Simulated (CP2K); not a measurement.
Two runs for the C K edge of phosphinine. Run A: CP2K XAS_TDP, all-electron GAPW, PBEh(45%), aug-cc-pVDZ, TDA, no relativity. Run B differs in one setting.

First lines with a strength over 0.0015. A:

| atom | energy (eV) | states | strength, one atom |
| --- | --- | --- | --- |
| C1 (bonded to 2 C and H) | 281.01 | 1 | 0.0485 |
|  | 284.35 | 1 | 0.0112 |
|  | 285.59 | 1 | 0.0035 |
|  | 286.02 | 1 | 0.0094 |
|  | 286.24 | 1 | 0.0016 |
| C2 (bonded to 2 C and H), 2 alike | 281.30 | 1 | 0.0523 |
|  | 284.46 | 1 | 0.0112 |
|  | 285.61 | 1 | 0.0016 |
|  | 285.73 | 1 | 0.0016 |
|  | 286.30 | 1 | 0.0022 |
| C3 (bonded to C, P and H), 2 alike | 280.87 | 1 | 0.0511 |
|  | 284.50 | 1 | 0.0098 |
|  | 285.24 | 1 | 0.0070 |
|  | 285.54 | 1 | 0.0089 |
|  | 285.99 | 1 | 0.0037 |

B:

| atom | energy (eV) | states | strength, one atom |
| --- | --- | --- | --- |
| C1 (bonded to 2 C and H) | 286.59 | 1 | 0.0476 |
|  | 289.93 | 1 | 0.0110 |
|  | 291.17 | 1 | 0.0034 |
|  | 291.60 | 1 | 0.0092 |
|  | 291.82 | 1 | 0.0016 |
| C2 (bonded to 2 C and H), 2 alike | 286.96 | 1 | 0.0512 |
|  | 290.12 | 1 | 0.0110 |
|  | 291.26 | 1 | 0.0016 |
|  | 291.38 | 1 | 0.0016 |
|  | 291.95 | 1 | 0.0022 |
| C3 (bonded to C, P and H), 2 alike | 285.99 | 1 | 0.0502 |
|  | 289.61 | 1 | 0.0097 |
|  | 290.36 | 1 | 0.0069 |
|  | 290.66 | 1 | 0.0087 |
|  | 291.11 | 1 | 0.0036 |

Q: Which was it: GW2X switched on, the basis, the functional, scalar relativity switched on?

GW2X switched on. GW2X shifts an atom's lines together and keeps their spacings. Against PBEh(45%) in aug-cc-pVDZ, the leading lines move by +5.58 eV (C1, to 286.59), +5.66 eV (C2, to 286.96) and +5.12 eV (C3, to 285.99).

[Hosts, paths, dates, database ids (printed as entryN), source tags and the programs' standing remarks are cut or masked in the printed files.]
